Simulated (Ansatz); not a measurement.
## A failed many-body run on LaVO4 (P2_1/c)

What is wrong with this input for LaVO4 (P2_1/c)?

Program: Ansatz 0.2.0. Level of theory: G0W0 on r2SCAN, plane waves, PAW. Results are calculated unless marked as measured.

## Step 1: The starting structure

The structure is monoclinic, space group P2_1/c (No. 14). The conventional cell has a = 6.725 Å, b = 7.283 Å, c = 8.399 Å, α = 90.00°, β = 125.80°, γ = 90.00°. Nearest to La lie 9 O at 2.49 to 2.89 Å. Nearest to V lie 4 O at 1.70 to 1.72 Å. Nearest to O lie 1 V at 1.72 Å and 2 La at 2.49 to 2.53 Å. Nearest to O lie 1 V at 1.70 Å and 2 La at 2.50 to 2.53 Å. Nearest to O lie 1 V at 1.70 Å and 2 La at 2.52 to 2.68 Å. Nearest to O lie 1 V at 1.72 Å and 3 La at 2.56 to 2.89 Å. Farther neighbours and most contacts between anions are not listed.

The cell and positions come from the Crystallography Open Database and are kept as given unless a step says otherwise. Spin-orbit coupling is left out unless a step names it. The default PAW set here is soft_2. Its files were made with PBE.

## Step 2: First try

The input, input.yaml:

```yaml
crystal:
  lattice:
    - [6.725, 0.0, 0.0]
    - [0.0, 7.2827, 0.0]
    - [-4.9123006198, 0.0, 6.8121466218]
  atoms:
    - { symbol: La, position: [0.827399, 0.157198, 0.723776] }
    - { symbol: La, position: [0.172601, 0.657198, 0.776224] }
    - { symbol: La, position: [0.172601, 0.842802, 0.276224] }
    - { symbol: La, position: [0.827399, 0.342802, 0.223776] }
    - { symbol: V, position: [0.31429, 0.16481, 0.69917] }
    - { symbol: V, position: [0.68571, 0.66481, 0.80083] }
    - { symbol: V, position: [0.68571, 0.83519, 0.30083] }
    - { symbol: V, position: [0.31429, 0.33519, 0.19917] }
    - { symbol: O, position: [0.8171, 0.4979, 0.7446] }
    - { symbol: O, position: [0.1829, 0.9979, 0.7554] }
    - { symbol: O, position: [0.1829, 0.5021, 0.2554] }
    - { symbol: O, position: [0.8171, 0.0021, 0.2446] }
    - { symbol: O, position: [0.6098, 0.2795, 0.3821] }
    - { symbol: O, position: [0.3902, 0.7795, 0.1179] }
    - { symbol: O, position: [0.3902, 0.7205, 0.6179] }
    - { symbol: O, position: [0.6098, 0.2205, 0.8821] }
    - { symbol: O, position: [0.6587, 0.895, 0.4829] }
    - { symbol: O, position: [0.3413, 0.395, 0.0171] }
    - { symbol: O, position: [0.3413, 0.105, 0.5171] }
    - { symbol: O, position: [0.6587, 0.605, 0.9829] }
    - { symbol: O, position: [0.8898, 0.8436, 0.8857] }
    - { symbol: O, position: [0.1102, 0.3436, 0.6143] }
    - { symbol: O, position: [0.1102, 0.1564, 0.1143] }
    - { symbol: O, position: [0.8898, 0.6564, 0.3857] }
kpoints:
  mp_grid: { grid: [1, 1, 1] }
hamiltonian:
  xc: r2scan
scf:
  occupations: { method: fixed }
gw:
  n_empty_bands: 352
  ecut_chi: 60
  qp_bands: [v4, c4]
  qp_kpoints: band_edges
  screening: { model: contour_deformation }
```

The run is started by

```
> ansatz run input.yaml --threads 24 --pin off --max-ram 82944MiB --backend cuda --events-out ev --progress --plain --runs-dir out --devices 1 --max-vram 78GiB
```

Numbers of over 12 decimals in the logs are rounded to 6 here.

Output:

```text
GPUs: using 1 of 1 available (devices: 1).
Engine: ansatz 0.2.0, aarch64-unknown-linux-gnu
Pseudopotentials: kind: paw
Pseudopotential: La, paw, valence charge 11, recommended cutoff 500 eV (meta_gga), La.paw.azcp
Pseudopotential: V, paw, valence charge 13, recommended cutoff 500 eV (meta_gga), V.paw.azcp
Pseudopotential: O, paw, valence charge 6, recommended cutoff 500 eV (meta_gga), O.paw.azcp
Functional definition: r2SCAN
  parameter k0 = 0.174
  parameter k1 = 0.065
  parameter a1 = 4.9479
  exchange = r2scan_x(k0 = k0, k1 = k1, a1 = a1)
  correlation = r2scan_c
device memory: the entry about to start is reckoned to put 2.7 GiB on a device that reports 142.6 GiB free (of which the cap on the GPU budget leaves the run 78.0 GiB)
GPU FFT provider: cuFFT
GPU libraries: cuBLAS 13.8.1, cuFFT 12.4.0, cuSOLVER 12.3.2
GPU matrix products: emulated (plane waves: as basis.precision tells), large ones in fixed point in workspaces of 1.00 GiB
Crystal: 24 atoms, lattice volume = 333.633 Å³
Basis set: ecut = 500 eV, 8465 PW (Γ), exchange–correlation on 200×216×256 points (64 copies of the dense FFT grid, shifted against one another)
Bands: 120, of which v1, the nominal top of the filled ones, is band 96 counted from 1 (95 counted from 0)
Symmetry: 4 space group operations
Space group: P21/c (ITA 14), of the structure as read, at distance tolerance 6.9e-5 Å
k-points: 1
Non-local potential: La, projectors of the file, l = 0: 3, l = 1: 2, l = 2: 2, l = 3: 3
Non-local potential: V, projectors of the file, l = 0: 3, l = 1: 2, l = 2: 3, l = 3: 1
Non-local potential: O, projectors of the file, l = 0: 2, l = 1: 2, l = 2: 1
PAW form: soft (Blöchl's): semilocal exchange-correlation on the pseudo side does not see the compensation charge
PAW frozen core: La, regenerated for the run's functional (the file was generated under x = pbe(κ = 0.804, μ = 0.219515), c = pbe(β = 0.066725))
PAW frozen core: V, regenerated for the run's functional (the file was generated under x = pbe(κ = 0.804, μ = 0.219515), c = pbe(β = 0.066725))
PAW frozen core: O, regenerated for the run's functional (the file was generated under x = pbe(κ = 0.804, μ = 0.219515), c = pbe(β = 0.066725))
PAW one-centre angular grid: La, 974 points (default); XC on 160 Gauss nodes
PAW one-centre angular grid: V, 590 points (default); XC on 160 Gauss nodes
PAW one-centre angular grid: O, 302 points (default); XC on 160 Gauss nodes
Initial density: superposition of atomic densities (neutral atoms: chi_scale 0, normalization atom), corrected by the library's trained network
Initial wavefunctions: pseudopotential atomic-orbital guess
GPU buffer pool allocated for 172800 grid points (all kernels)
GPU transforms: local potential and band sums: pruned to the plane-wave sphere, on 50×54×64
Functional: x = r2scan, c = r2scan; τ floored in thin density (d = 2e-4 eV/Å³)
SCF iter   1: F=—  HF=-45860.752830 eV  |F-HF|=—  |Δ(HF+E_count)|=         —  Δρ=2.41e-2  dr2=2.29e0  dr2_τ=1.47e0  ethr=1.77e-3  ⟨swp⟩=4.0  Hψ=367  notcnv=0  defer=17
preconditioner: auto → Resta (q_TF=auto, 2.488 Å⁻¹)  ε∞=5.1  [insulator: Δε(μ)=4.531 eV  Ē_g=12.446 eV  n_scr=82 (ndim 8)  ℏωp=25.1 eV  f_vac=0.045  ε∞_Penn≈5.1]
SCF iter   2: F=—  HF=-45861.180118 eV  |F-HF|=—  |Δ(HF+E_count)|=   4.27e-1  Δρ=2.31e-2  dr2=1.86e0  dr2_τ=1.95e-1  ethr=1.19e-3  ⟨swp⟩=3.0  Hψ=244  notcnv=0  defer=19
SCF iter   3: F=—  HF=-45860.954964 eV  |F-HF|=—  |Δ(HF+E_count)|=   2.25e-1  Δρ=4.90e-3  dr2=6.69e-2  dr2_τ=3.35e-3  ethr=9.70e-4  ⟨swp⟩=3.0  Hψ=161  notcnv=0  defer=17
SCF iter   4: F=—  HF=-45860.945593 eV  |F-HF|=—  |Δ(HF+E_count)|=   9.37e-3  Δρ=2.12e-3  dr2=1.58e-2  dr2_τ=1.03e-3  ethr=3.48e-5  ⟨swp⟩=3.0  Hψ=193  notcnv=0  defer=22
SCF iter   5: F=—  HF=-45860.944062 eV  |F-HF|=—  |Δ(HF+E_count)|=   1.53e-3  Δρ=6.29e-4  dr2=1.22e-3  dr2_τ=1.46e-4  ethr=8.21e-6  ⟨swp⟩=2.0  Hψ=154  notcnv=0  defer=22
[...]
SCF 1 converged in 10 iterations: F = -45860.944012 eV  dr2 = 4.10e-8
[...]
device memory: the entry about to start is reckoned to put 2.7 GiB on a device that reports 142.6 GiB free (of which the cap on the GPU budget leaves the run 78.0 GiB)
NSCF: frozen V_eff on 1 k-points
[...]
device memory: the entry about to start is reckoned to put 1.5 GiB on a device that reports 142.6 GiB free (of which the cap on the GPU budget leaves the run 78.0 GiB)
NSCF: frozen V_eff on 1 k-points
G₀W₀ screening: q 1/1
G₀W₀ self-energy: k 1/1
device memory: the entry about to start is reckoned to put 1.0 GiB on a device that reports 142.5 GiB free (of which the cap on the GPU budget leaves the run 78.0 GiB)
NSCF: frozen V_eff on 1 k-points
device memory: the entry about to start is reckoned to put 1.0 GiB on a device that reports 142.5 GiB free (of which the cap on the GPU budget leaves the run 78.0 GiB)
NSCF: frozen V_eff on 1 k-points
device memory: the entry about to start is reckoned to put 1.0 GiB on a device that reports 142.5 GiB free (of which the cap on the GPU budget leaves the run 78.0 GiB)
NSCF: frozen V_eff on 1 k-points
device memory: the entry about to start is reckoned to put 1.0 GiB on a device that reports 142.5 GiB free (of which the cap on the GPU budget leaves the run 78.0 GiB)
NSCF: frozen V_eff on 1 k-points
device memory: the entry about to start is reckoned to put 1.0 GiB on a device that reports 142.5 GiB free (of which the cap on the GPU budget leaves the run 78.0 GiB)
NSCF: frozen V_eff on 1 k-points
device memory: the entry about to start is reckoned to put 1.0 GiB on a device that reports 142.5 GiB free (of which the cap on the GPU budget leaves the run 78.0 GiB)
NSCF: frozen V_eff on 1 k-points
device memory: the entry about to start is reckoned to put 1.0 GiB on a device that reports 142.5 GiB free (of which the cap on the GPU budget leaves the run 78.0 GiB)
NSCF: frozen V_eff on 1 k-points
device memory: the entry about to start is reckoned to put 1.0 GiB on a device that reports 142.5 GiB free (of which the cap on the GPU budget leaves the run 78.0 GiB)
NSCF: frozen V_eff on 1 k-points
device memory: the entry about to start is reckoned to put 1.0 GiB on a device that reports 142.5 GiB free (of which the cap on the GPU budget leaves the run 78.0 GiB)
NSCF: frozen V_eff on 1 k-points
SCF converged after 10 iterations
Free energy (F): -45860.944012 eV
Harris-Foulkes:  -45860.944012 eV  (|F-HF|=9.23e-9)
Internal energy: -45860.944012 eV  (E = F + TS)
E sigma→0 (E₀):  -45860.944012 eV
Fermi energy:    6.775736 eV
--- Per-component energies (eV) ---
  E_band       = -1439.842551
  E_kinetic    = 4929.221438
  E_local      = -13433.999553  (includes V_loc(G=0)·N_el)
  E_nonlocal   = 930.042078
  E_hartree    = 5330.423011
  E_xc         = -2213.530525
  E_vxc        = -3078.670373  (∫ρ·V_xc dr)
  E_paw        = -28782.727696  (= ΣΔE_a)
  E_vpaw       = -1641.094160  (= ΣTr[D̂ρ^β])
  E_aug_tail   = 0.017175  (compensation charges beyond the density's cutoff)
  E_vtau       = 193.795599  (kinetic-family band-sum trace: ∫τ·v_τ [+ j·A + Jᵃ·Aᵃ] dr)
  E_ewald      = -12619.089810
  E_core_change = -1.300129  (= ΣΔE_core)
  E_smearing   = -0.000000  (= −TS)
  E_closure    = -0.000000  (closes the sum)
  Σ components = -45860.944012   (vs F -45860.944012, Δ=0.00e0)
--- Band table (eV) ---
  k-point 0: bands = [... 92 lower, 6.6082, 6.6381, 6.6589, 6.7757, 10.8972, 11.0077, 11.0371, 11.0767, ... 20 higher]
--- G₀W₀: contour deformation, 6 samples at zero and on the imaginary axis and 0 off it, 1 q-point, 352 empty bands' worth ---
  eigenvalues of the whole cell's RPA ε∞ on this k-mesh (on a slab, of 1 + 4πα/V) = 3.7643, 3.7914, 4.6273; static W/v taken at q = 0 is 0.245499
  gw.qp_kpoints: band_edges: 1 of 1 stored k-point solved, in 1 pass; an edge of the gap read off the rows below is read off those points alone
    ik  band        ε_KS         Σx   Σc(E_QP)       V_xc       Z   E_QP_lin       E_QP  E_QP is
     0    93      6.6082   -25.7560     4.8036   -20.9466  0.7502     6.6024     6.6024  root
     0    94      6.6381   -25.6131     4.8190   -20.7875  0.7474     6.6315     6.6315  root
     0    95      6.6589   -25.5068     4.8016   -20.6829  0.7479     6.6366     6.6366  root
     0    96      6.7757   -25.8158     4.7499   -21.0988  0.7494     6.8086     6.8086  root
     0    97     10.8972   -15.9566    -5.8931   -23.9677  0.7469    13.0918    13.0152  root
     0    98     11.0077   -15.8858    -5.9996   -24.0055  0.7475    13.2047    13.1278  root
     0    99     11.0371   -15.9409    -6.0297   -24.0756  0.7454    13.2193    13.1421  root
     0   100     11.0767   -16.4571    -5.8516   -24.5014  0.7440    13.3543    13.2694  root
```

The job ended after 3.5 s (1 × NVIDIA GB200 (shared by 2 runs) with 24 threads of Arm Neoverse V2, shared host; peak memory 2.2 GiB; 17 s of CPU time).

Reading the cycles: dr2 is the Hartree energy of the density residual (eV), the measure of convergence; HF is the Harris–Foulkes estimate of the energy, which meets the free energy F at convergence.

Q: What is the fault?

The run ended normally, though the input holds a fault or crude settings.

The fault: one k-point. One point can't sample the density or the screening of a small cell, and the band edges may lie elsewhere in the zone.

It printed a gap of 6.21 eV, which is an artefact of the settings.

## Step 3: A better input

G0W0 replaces the xc potential by the self-energy, built once from these orbitals. Only a window of levels is corrected, while the sums run over the empty bands that the input names.

input.yaml, as its differences from that of step 2:

```diff
@@ -31,3 +31,3 @@
 kpoints:
-  mp_grid: { grid: [1, 1, 1] }
+  mp_grid: { grid: [2, 2, 2] }
 hamiltonian:
@@ -37,4 +37,4 @@
 gw:
-  n_empty_bands: 352
-  ecut_chi: 60
+  n_empty_bands: 462
+  ecut_chi: 72
   qp_bands: [v4, c4]
```

Output:

```text
GPUs: using 1 of 1 available (devices: 1).
[...]
Crystal: 24 atoms, lattice volume = 333.633 Å³
Basis set: ecut = 500 eV, 8465 PW (Γ), exchange–correlation on 200×216×256 points (64 copies of the dense FFT grid, shifted against one another)
Bands: 120, of which v1, the nominal top of the filled ones, is band 96 counted from 1 (95 counted from 0)
[... 1 set-up line as in the run before ...]
[...]
k-points: 8
[...]
SCF iter   1: F=—  HF=-45861.124810 eV  |F-HF|=—  |Δ(HF+E_count)|=         —  Δρ=2.32e-2  dr2=2.15e0  dr2_τ=1.44e0  ethr=1.77e-3  ⟨swp⟩=4.0  Hψ=2943  notcnv=0  defer=143
[...]
SCF iter   6: F=—  HF=-45861.328742 eV  |F-HF|=—  |Δ(HF+E_count)|=   3.95e-5  Δρ=3.01e-4  dr2=3.87e-4  dr2_τ=1.53e-5  ethr=6.58e-7  ⟨swp⟩=2.0  Hψ=1232  notcnv=0  defer=176
[...]
SCF 1 converged in 11 iterations: F = -45861.328708 eV  dr2 = 8.36e-9
[...]
SCF converged after 11 iterations
[...]
0   100     11.0579   -16.6198    -5.8265   -24.5159  0.7441    13.2006    13.1275  root
     1    93      6.5009   -25.4984     4.5216   -20.9561  0.7513     6.4802     6.4802  root
     1    94      6.5009   -25.4984     4.5216   -20.9561  0.7513     6.4802     6.4802  root
     1    95      6.7356   -25.4390     4.5218   -20.8789  0.7508     6.6973     6.6974  root
     1    96      6.7356   -25.4390     4.5218   -20.8789  0.7508     6.6973     6.6974  root
     1    97     10.8732   -16.0436    -5.8169   -23.8052  0.7483    12.8786    12.8179  root
     1    98     10.8732   -16.0436    -5.8169   -23.8052  0.7483    12.8786    12.8179  root
     1    99     11.0450   -16.4377    -5.8756   -24.3568  0.7467    13.1581    13.0885  root
[...]
7    97     10.9948   -16.3181    -5.7235   -24.0528  0.7475    13.0724    13.0059  root
     7    98     10.9948   -16.3181    -5.7235   -24.0528  0.7475    13.0724    13.0059  root
     7    99     11.0534   -16.3378    -5.6937   -24.0360  0.7486    13.1229    13.0579  root
     7   100     11.0534   -16.3378    -5.6937   -24.0360  0.7486    13.1229    13.0579  root
```

Wall time 11 s (1 × NVIDIA GB200 (shared by 2 runs) with 24 threads); peak memory 3.2 GiB; 36 s of CPU time.

This step gave:

- bands summed: 558
- RPA ε∞ on this mesh (eigenvalues): 3.811, 3.841, 4.330
- plane waves in the screening matrix: 453
- q-points in the mesh: 8
- G0W0 gap on the mesh: 5.882 eV
- k of the valence top: -0.5, 0, 0
- k of the conduction bottom: -0.5, -0.5, 0
- starting gap on the mesh: 3.930 eV
- Z at the valence top: 0.7524
- Z at the conduction bottom: 0.7509
- least direct G0W0 gap on the computed points: 5.987 eV

The gap on the mesh goes from 3.93 eV to 5.88 eV, a correction of +1.95 eV. Between the two edge states, bare exchange in place of the xc potential would open the gap by 12.20 eV, and correlation takes back 10.25 eV.

## Step 4: Outcome

* first try: converged after 3.5 s
* better run: G0W0 gap on the mesh 5.88 eV (2×2×2 mesh, 462 empty bands, screening to 72 eV)

What this shows: The second run differs in: mesh, empty bands and screening cutoff (eV). Bands and cutoff are finite, so the gap is not at the basis limit. The miss can reach some tenths of an eV and take either sign; the mesh is an error of its own. The 2×2×2 mesh is coarse for this cell (its supercell is 13 Å along the shortest edge). The RPA ε∞ on it, from the r2SCAN start, is 3.81, 3.84 and 4.33; such meshes misread the long-range screening, most where the gap is narrow. Empty 4f levels lie among the conduction bands. Their place in the start is unsure; it enters the screening, and the edge itself where they lie low. The runs have no spin polarisation. For a closed low-spin shell that is the natural state; where a d or f shell is open it is a constraint, and the gap is then not the crystal's own. With d states at the gap, one-shot GW leans hard on its start. The many-body steps are scalar-relativistic: spin-orbit coupling is not in them.

[Paths, hosts, dates, memory and timing lines, banners, echoed tables and standing remarks are left out of the program output.]

[Logs are printed without paths, hosts, clocks, repeated set-up lines and the standing remarks that a program may print on its own settings, such as how far it seeks lower states.]

[Runs of the session that timed out or met a known fault of the program may be left out.]

[Cells called generated may have been cut or substituted from an entry of the Crystallography Open Database or the Materials Project.]

[Hosts, paths, dates, database ids (printed as entryN), source tags and the programs' standing remarks are cut or masked in the printed files.]
